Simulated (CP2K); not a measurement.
The C K edge of methyloxirane was computed by TDDFT (CP2K XAS_TDP, aug-cc-pVDZ, TDA) at these levels: PBEh(45%), PBEh(45%) + GW2X and PBEh(60%). The first three lines of C1 (bonded to C and 3 H) with a strength over 0.0015, energy in eV and strength:

```
run           first          second           third
  1  290.29 (0.007)  290.99 (0.017)  291.02 (0.020)
  2  283.80 (0.007)  284.51 (0.017)  284.53 (0.020)
  3  288.51 (0.012)  289.11 (0.035)  289.14 (0.034)
```

Which run is which?

Run 1: PBEh(45%) + GW2X (45 % exact exchange). Run 2: PBEh(45%) (45 % exact exchange). Run 3: PBEh(60%) (60 % exact exchange). Self-interaction lifts the core level, so the uncorrected lines rise with the share of exact exchange. The GW2X run keeps the spacings of its parent: 0.70 eV between the first two lines in run 1, 0.71 eV in run 2. Its shift is +6.49 eV, since the Kohn–Sham level at this share of exchange lies that far above the quasiparticle level.

[Banner, clock and machine lines of the logs are left out without a mark of their own.]

[Logs are printed without paths, hosts, clocks, repeated set-up lines and the standing remarks that a program may print on its own settings, such as how far it seeks lower states.]

[Hosts, paths, dates, database ids (printed as entryN), source tags and the programs' standing remarks are cut or masked in the printed files.]
